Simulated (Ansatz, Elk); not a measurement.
**Bonding as seen by X-rays: Ca2ScP2**

Structure refinements treat a crystal as free atoms side by side. For a made-up structure of Ca2ScP2 (cell and positions from a PBE relaxation) the runs below show what the calculated density changes in F(hkl).

Calculated with Elk 11.2.3 (patched build); DFT, PBE, all-electron APW+lo, Dirac cores, scalar-relativistic bands, static density, no spin.

The structure was built from a prototype and need not be the compound's stable phase.

## (1) Set-up

It takes space group P-3m1 (No. 164, trigonal). The conventional cell has a = 4.001 Å, b = 4.001 Å, c = 9.803 Å, α = 90.00°, β = 90.00°, γ = 120.00°. Nearest to Sc lie 6 P at 2.73 Å. Ca has 3 P at 2.77 Å nearest. P has 3 Sc at 2.73 Å and 3 Ca at 2.77 Å nearest. Farther neighbours are not listed.

## (2) Ground state and structure factors

An all-electron density is needed, since X-rays see the cores too. Task 0 finds the density and task 195 Fourier-transforms it; tshift is off so that phases refer to the origin typed.

Input file elk.in:

```
tasks
  0
  195

xctype
  20

spinpol
  .false.

rgkmax
  7.0

gmaxvr
  14.0

lmaxo
  7

lmaxapw
  8

swidth
  0.002

tshift
  .false.

ramdisk
  .false.

hmaxvr
  5.5

maxscl
  120

epspot
  1e-06

sppath
  './'

avec
  7.56158706402 -0.00000000000 -0.00000000000
  -3.78079353201 6.54852649037 -0.00000000000
  -0.00000000000 -0.00000000000 18.52455670565

atoms
  3
  'Sc.in'
  1
  0.0000000000 -0.0000000000 -0.0000000000   0.000000 0.000000 0.000000
  'Ca.in'
  2
  0.3333333333 0.6666666667 0.3043883562   0.000000 0.000000 0.000000
  0.6666666667 0.3333333333 0.6956116438   0.000000 0.000000 0.000000
  'P.in'
  2
  0.3333333333 0.6666666667 0.8512120029   0.000000 0.000000 0.000000
  0.6666666667 0.3333333333 0.1487879971   0.000000 0.000000 0.000000

ngridk
  7 7 3
```

Launch:

```
OMP_NUM_THREADS=4 elk
```

Numbers of over 12 decimals in the logs are rounded to 6 here.

The program printed:

```text
┌─────────────────────────┐
│ Elk code version 11.2.3 │
└─────────────────────────┘

All units are atomic (Hartree, Bohr, etc.)

┌─────────────────────────────────────────────────┐
│ Ground-state run starting from atomic densities │
└─────────────────────────────────────────────────┘

Lattice vectors :
   7.561587064      -0.000000000      -0.000000000
  -3.780793532       6.548526490      -0.000000000
  -0.000000000      -0.000000000       18.52455671

Reciprocal lattice vectors :
  0.8309347302      0.4797403902       0.000000000
   0.000000000      0.9594807804       0.000000000
   0.000000000       0.000000000      0.3391814124

Unit cell volume      :    917.2851648
Brillouin zone volume :   0.2704177752

Muffin-tin inner radius fraction :   0.1000000000E-01

Nuclei treated as point charges

Species : 1 (Sc)
 parameters loaded from : Sc.in
 name : scandium
 nuclear charge    :   -21.00000000
 electronic charge :    21.00000000
 atomic mass :    81949.61073
 muffin-tin radius :    2.400000000
 number of radial points in muffin-tin :    993
 inner part over the whole radius :   0.9898716403E-02
 number on inner part of muffin-tin    :    698
 approximate nuclear radius :   0.6711386133E-04
 number of mesh points to nuclear radius :    323
 atomic positions (lattice), magnetic fields (Cartesian) :
  1 :   0.00000000  0.00000000  0.00000000    0.00000000  0.00000000  0.00000000

Species : 2 (Ca)
 parameters loaded from : Ca.in
 name : calcium
 nuclear charge    :   -20.00000000
 electronic charge :    20.00000000
 atomic mass :    73057.72475
 muffin-tin radius :    2.400000000
 number of radial points in muffin-tin :    993
 inner part over the whole radius :   0.9970789793E-02
 number on inner part of muffin-tin    :    698
 approximate nuclear radius :   0.6614485811E-04
 number of mesh points to nuclear radius :    321
 atomic positions (lattice), magnetic fields (Cartesian) :
  1 :   0.33333333 -0.33333333  0.30438836    0.00000000  0.00000000  0.00000000
  2 :  -0.33333333  0.33333333 -0.30438836    0.00000000  0.00000000  0.00000000

Species : 3 (P)
 parameters loaded from : P.in
 name : phosphorus
 nuclear charge    :   -15.00000000
 electronic charge :    15.00000000
 atomic mass :    56461.71230
 muffin-tin radius :    2.200000000
 number of radial points in muffin-tin :    793
 inner part over the whole radius :   0.9987340520E-02
 number on inner part of muffin-tin    :    554
 approximate nuclear radius :   0.6081821256E-04
 number of mesh points to nuclear radius :    248
 atomic positions (lattice), magnetic fields (Cartesian) :
  1 :   0.33333333 -0.33333333 -0.14878800    0.00000000  0.00000000  0.00000000
  2 :  -0.33333333  0.33333333  0.14878800    0.00000000  0.00000000  0.00000000

Total number of atoms per unit cell :    5
Total muffin-tin volume :    262.9219836
 ratio of muffin-tin to unit cell volume :   0.2866305852

Spin treatment :
 spin-unpolarised

Number of Bravais lattice symmetries :   24
Number of crystal symmetries         :   12
Crystal has inversion symmetry
Real symmetric eigensolver will be used

k-point grid :      7     7     3
k-point offset :    0.000000000       0.000000000       0.000000000
k-point set is reduced with full crystal symmetry group
Total number of k-points :       20

Muffin-tin radius times maximum |G+k| :    7.000000000
 using average radius
Maximum |G+k| for APW functions       :    3.017241379
Maximum (1/2)|G+k|²                   :    4.551872771
Maximum |G| for potential and density :    14.00000000
Constant for pseudocharge density :    8
 order of it for each species :   15  15  15
 order of it for pair densities of each species (exact exchange by exxq0 0: 16) :   10  10   8
Radial integration step length :    1

G-vector grid sizes :     35    35    84
Number of G-vectors :    42455

Maximum angular momentum used for
 APW functions            :    8
 outer part of muffin-tin :    7
 inner part of muffin-tin :    2

Total nuclear charge    :   -91.00000000
[...]
correlation                 :     -3.708428
 electron entropic           :    -0.13487021211260E-02
 total energy                :     -2810.9251704854

Density of states at Fermi energy :    110.9845998
 (states/Hartree/unit cell)

Estimated indirect band gap :   0.3307232488E-03
 from k-point 7 to k-point 15
Estimated direct band gap   :   0.1596743809E-01
 at k-point 3

Charges :
 core                        :    50.00000000
 valence                     :    41.00000000
 interstitial                :    8.189674703
 muffin-tins (core leakage)
  species : 1 (Sc)
   atom 1                    :    18.92667188     ( -0.2162907577E-06)
  species : 2 (Ca)
[...]
species : 3 (P)
[...]
total in muffin-tins        :    82.81032530
 total calculated charge     :    90.99879747
 total charge                :    91.00000000
 error                       :   0.1202527995E-02

RMS change in Kohn-Sham potential (target) :   0.4501758534     (  0.1000000000E-05)
Absolute change in total energy (target)   :   0.2501071076     (  0.1000000000E-03)

[... loops 3 to 16 left out ...]

┌──────────────────┐
│ Loop number : 17 │
└──────────────────┘

Energies :
 Fermi                       :     0.155385
 sum of occupied eigenvalues :     -1620.7724348273
 electron kinetic            :      2828.9118460541
 core electron kinetic       :      2665.7600090909
 Coulomb                     :     -5480.3980381088
 Coulomb potential           :     -4245.3413121410
 nuclear-nuclear             :     -354.59334882404
 electron-nuclear            :     -6015.2482490164
 Hartree                     :      889.44355973169
 Madelung                    :     -3357.7273820383
 xc potential                :     -204.34296874040
 exchange                    :     -154.21980599302
 correlation                 :     -3.705517
 electron entropic           :    -0.87487333704797E-03
 total energy                :     -2809.4123895926

Density of states at Fermi energy :    67.31224243
 (states/Hartree/unit cell)

Estimated indirect band gap :   0.5130906533E-02
 from k-point 19 to k-point 13
Estimated direct band gap   :   0.3501278186E-01
 at k-point 14

Charges :
 core                        :    50.00000000
 valence                     :    41.00000000
 interstitial                :    8.716635833
 muffin-tins (core leakage)
  species : 1 (Sc)
[...]
species : 2 (Ca)
[...]
species : 3 (P)
[...]
total in muffin-tins        :    82.28336417
 total calculated charge     :    90.99875957
 total charge                :    91.00000000
 error                       :   0.1240428319E-02

RMS change in Kohn-Sham potential (target) :   0.8932688141E-06 (  0.1000000000E-05)
Absolute change in total energy (target)   :   0.6234332386E-04 (  0.1000000000E-03)

Convergence targets achieved

┌──────────────────┐
│ Loop number : 18 │
└──────────────────┘

Energies :
 Fermi                       :     0.155385
 sum of occupied eigenvalues :     -1620.7724370967
 electron kinetic            :      2828.9118396720
 core electron kinetic       :      2665.7600241357
 Coulomb                     :     -5480.3980268499
 Coulomb potential           :     -4245.3413193345
 nuclear-nuclear             :     -354.59334882404
 electron-nuclear            :     -6015.2482189548
 Hartree                     :      889.44354092901
 Madelung                    :     -3357.7273671826
 xc potential                :     -204.34295743428
 exchange                    :     -154.21980482390
 correlation                 :     -3.705517
 electron entropic           :    -0.87487620429470E-03
 total energy                :     -2809.4123836105

Density of states at Fermi energy :    67.31246956
 (states/Hartree/unit cell)

Estimated indirect band gap :   0.5130890837E-02
 from k-point 19 to k-point 13
Estimated direct band gap   :   0.3501275488E-01
 at k-point 14

Charges :
 core                        :    50.00000000
 valence                     :    41.00000000
 interstitial                :    8.716637651
 muffin-tins (core leakage)
  species : 1 (Sc)
[...]
species : 2 (Ca)
[...]
atom 2                    :    18.21968136     ( -0.1986275677E-06)
  species : 3 (P)
   atom 1                    :    13.40018009     (  0.3151733109E-03)
   atom 2                    :    13.40018009     (  0.3151733109E-03)
 total in muffin-tins        :    82.28336235
 total calculated charge     :    90.99875957
 total charge                :    91.00000000
 error                       :   0.1240428824E-02

┌──────────────────────────────┐
│ Self-consistent loop stopped │
└──────────────────────────────┘

Warning : core states of species 3 leak from the muffin-tin :   0.3151733109E-03

Wrote STATE.OUT
```

The job ended after 25 s (4 threads of Intel Xeon Platinum 8375C at 2.90GHz (Ice Lake), shared host; peak memory 0.2 GiB).

SFACRHO.OUT:

```text

h k l indices transformed by vhmat matrix:
   1.000000000       0.000000000       0.000000000    
   0.000000000       1.000000000       0.000000000    
   0.000000000       0.000000000       1.000000000    

      h      k      l  multipl.   |H|            Re(F)            Im(F)           |F|

      0      0      0      1   0.0000000       91.000000     -0.30454525E-16   91.000000    
      0      0      1      2  0.33918141       24.756528      0.31824722E-14   24.756528    
      0      0     -2      2  0.67836282      -16.752536     -0.11138653E-13   16.752536    
      1      0      0      6  0.95948078      -11.318220      0.63649444E-14   11.318220    
      0      0     -3      2   1.0175442       21.066743      0.11536462E-13   21.066743    
      0      1     -1      6   1.0176676       5.6259363      -0.0000000       5.6259363    
      1      0     -1      6   1.0176676       24.072030      0.25857587E-14   24.072030    
      0      1      2      6   1.1750657      -3.9832650      0.47737083E-14   3.9832650    
     -1      0     -2      6   1.1750657       65.467306      0.17105788E-13   65.467306    
      0      0     -4      2   1.3567256       3.7781057      0.63649444E-14   3.7781057    
     -1      1      3      6   1.3985706       30.596431     -0.15912361E-14   30.596431    
      1     -1      3      6   1.3985706      -6.2452619      -0.0000000       6.2452619    
      1     -1      4      6   1.6617183       49.890493     -0.17503597E-13   49.890493    
      0     -1      4      6   1.6617183      -12.350631      0.22277306E-13   12.350631    
     -1     -1      0      6   1.6618695       58.202026      0.84232030E-14   58.202026    
      0      0     -5      2   1.6959071      -12.772853     -0.20686069E-13   12.772853    
      2     -1     -1     12   1.6961292       15.739132      -0.0000000       15.739132    
     -2      1     -2     12   1.7949892      -11.418871     -0.15912361E-14   11.418871
```

Elk indexes on the primitive cell of elk.in and gives |H| = 4π sin θ/λ in inverse bohr. Below, one row stands for each form hkl of the conventional cell (m members, Friedel mates merged), F is for one primitive cell and the density is static (no thermal factor). Free-atom factors are Waasmaier and Kirfel's, and R is Σm||F|−|F'||/Σm|F|.

```csv
hkl,m,sin θ/λ (Å⁻¹),"abs F, DFT",neutral atoms,diff.
001,2,0.051,24.756,24.477,+0.279
002,2,0.102,16.753,16.188,+0.564
100,6,0.144,11.318,10.860,+0.458
003,2,0.153,21.067,21.495,-0.428
101,6,0.153,5.626,5.504,+0.122
011,6,0.153,24.072,24.365,-0.293
012,6,0.177,3.983,3.764,+0.219
102,6,0.177,65.467,65.012,+0.455
004,2,0.204,3.778,3.843,-0.065
103,6,0.210,30.596,30.768,-0.172
013,6,0.210,6.245,6.004,+0.241
014,6,0.250,49.891,49.920,-0.030
104,6,0.250,12.351,12.268,+0.083
110,6,0.250,58.202,58.335,-0.133
```

## (3) The highest occupied states alone

An energy window below the Fermi level keeps the highest occupied states, to see at which angles they scatter; shallow core shells can lie inside it and anion s states outside. No new self-consistency is needed.

Changes to elk.in since step 2:

```diff
@@ -1,3 +1,2 @@
 tasks
-  0
   195
@@ -40,2 +39,5 @@
 
+wsfac
+  -0.395860 0.455380
+
 sppath
```

Launch:

```
OMP_NUM_THREADS=4 elk
```

The program printed:

```text
┌─────────────────────────────────┐
│ Elk code version 11.2.3 started │
└─────────────────────────────────┘

Info(readinput): the functional depends on the density's gradient
 muffin-tin radial points multiplied by    2.00000
 (not where nrmtscf is given)

┌────────────────────┐
│ Current task : 195 │
└────────────────────┘

Info(sfacrho): density structure factors written to SFACRHO.OUT

 Energy window :  -0.3958600000      0.4553800000

┌──────────────────┐
│ Elk code stopped │
└──────────────────┘
```

The job ended after 11 s (4 threads; peak memory 0.16 GiB; 12 s of CPU time).

States within 15 eV below the Fermi level hold 17.00 electrons; any levels below the window count with the cores. Their amplitudes can exceed the total, where window and core parts have opposite phase:

| hkl | sin θ/λ (Å⁻¹) | abs F, window | abs F, all |
| --- | --- | --- | --- |
| 001 | 0.051 | 7.045 | 24.756 |
| 002 | 0.102 | 1.876 | 16.753 |
| 100 | 0.144 | 1.989 | 11.318 |
| 003 | 0.153 | 3.477 | 21.067 |
| 101 | 0.153 | 2.232 | 5.626 |
| 011 | 0.153 | 3.522 | 24.072 |
| 012 | 0.177 | 1.710 | 3.983 |
| 102 | 0.177 | 3.643 | 65.467 |
| 004 | 0.204 | 1.285 | 3.778 |
| 103 | 0.210 | 1.452 | 30.596 |

## (4) Another functional

The difference from free atoms is small, so it is set against the change that LDA (Perdew-Wang) makes.

Changes to elk.in since step 3:

```diff
@@ -1,2 +1,3 @@
 tasks
+  0
   195
@@ -4,3 +5,3 @@
 xctype
-  20
+  3
 
@@ -39,5 +40,2 @@
 
-wsfac
-  -0.395860 0.455380
-
 sppath
```

Launch:

```
OMP_NUM_THREADS=4 elk
```

The program printed:

```text
┌─────────────────────────┐
│ Elk code version 11.2.3 │
└─────────────────────────┘

All units are atomic (Hartree, Bohr, etc.)

┌─────────────────────────────────────────────────┐
│ Ground-state run starting from atomic densities │
└─────────────────────────────────────────────────┘

Lattice vectors :
   7.561587064      -0.000000000      -0.000000000
  -3.780793532       6.548526490      -0.000000000
  -0.000000000      -0.000000000       18.52455671

Reciprocal lattice vectors :
  0.8309347302      0.4797403902       0.000000000
[...]
species : 1 (Sc)
[...]
species : 2 (Ca)
[...]
species : 3 (P)
   atom 1                    :    13.38615309     (  0.3132923837E-03)
   atom 2                    :    13.38615309     (  0.3132923837E-03)
 total in muffin-tins        :    82.30099617
 total calculated charge     :    90.99879011
 total charge                :    91.00000000
 error                       :   0.1209891544E-02

┌──────────────────────────────┐
│ Self-consistent loop stopped │
└──────────────────────────────┘

Warning : core states of species 3 leak from the muffin-tin :   0.3132923837E-03

Wrote STATE.OUT
[key lines of the parts left out:]
total energy                :     -2802.2746380284
```

The job ended after 16 s (4 threads; peak memory 0.18 GiB; 38 s of CPU time).

Against the first run R = 0.11 %; the largest change is -0.054 at 201.

## (5) A coarser k-mesh

About half the k-points along each axis test the sampling.

Changes to elk.in since step 4:

```diff
@@ -5,3 +5,3 @@
 xctype
-  3
+  20
 
@@ -63,2 +63,2 @@
 ngridk
-  7 7 3
+  4 4 2
```

Launch:

```
OMP_NUM_THREADS=4 elk
```

The program printed:

```text
┌─────────────────────────┐
│ Elk code version 11.2.3 │
└─────────────────────────┘

All units are atomic (Hartree, Bohr, etc.)

┌─────────────────────────────────────────────────┐
│ Ground-state run starting from atomic densities │
└─────────────────────────────────────────────────┘

Lattice vectors :
   7.561587064      -0.000000000      -0.000000000
  -3.780793532       6.548526490      -0.000000000
  -0.000000000      -0.000000000       18.52455671

Reciprocal lattice vectors :
  0.8309347302      0.4797403902       0.000000000
[...]
species : 1 (Sc)
[...]
species : 2 (Ca)
[...]
species : 3 (P)
   atom 1                    :    13.40313426     (  0.3153172882E-03)
   atom 2                    :    13.40313426     (  0.3153172882E-03)
 total in muffin-tins        :    82.29001704
 total calculated charge     :    90.99873823
 total charge                :    91.00000000
 error                       :   0.1261766817E-02

┌──────────────────────────────┐
│ Self-consistent loop stopped │
└──────────────────────────────┘

Warning : core states of species 3 leak from the muffin-tin :   0.3153172882E-03

Wrote STATE.OUT
[key lines of the parts left out:]
total energy                :     -2809.4109447463
```

Wall time 20 s (4 threads); peak memory 0.2 GiB.

Against the first run R = 0.01 %; the largest change is +0.013 at 002.

## (6) Settings against the effect

```csv
run,R against the first run (%),"R against neutral atoms, low angle (%)",wall time
"PBE, rgkmax 7",0.00,1.02,25 s
LDA (Perdew-Wang),0.11,0.94,16 s
k-mesh 4×4×2,0.01,1.03,20 s
```

## (7) What came out

- R against neutral atoms, sin θ/λ < 0.3 Å⁻¹: 1.02 %
- R against neutral atoms, 0.3 to 0.64 Å⁻¹: 0.28 %

**Reading.** Independent neutral atoms miss the calculated amplitudes by R = 1.02 % below 0.3 Å⁻¹ and 0.28 % from there to 0.64 Å⁻¹; by shells, 2.94 % below 0.15 Å⁻¹ (3 forms), 0.91 % 0.15 to 0.3 (20 forms), 0.29 % 0.3 to 0.45 (37 forms), 0.27 % above 0.45 (89 forms). Bonding, aspherical density and the tables' own atoms all enter these figures, and the runs don't part them. The largest change of an amplitude is +0.56 electrons, at 002. The window's part falls from 17.0 electrons at the origin to at most 0.24 between 0.45 and 0.64 Å⁻¹. Below 0.3 Å⁻¹ the changes that finished (LDA (Perdew-Wang) and k-mesh 4×4×2) move F by R = 0.09 % at most, against the 1.02 % that separates it from free atoms. The basis has no finished test. Part of the difference isn't bonding: the tables are fits to free atoms and ions calculated by other methods than this functional. Thermal motion, anomalous dispersion and extinction are left out.

[Logs are printed without paths, hosts, clocks, repeated set-up lines and the standing remarks that a program may print on its own settings, such as how far it seeks lower states.]

[Hosts, paths, dates, database ids (printed as entryN), source tags and the programs' standing remarks are cut or masked in the printed files.]
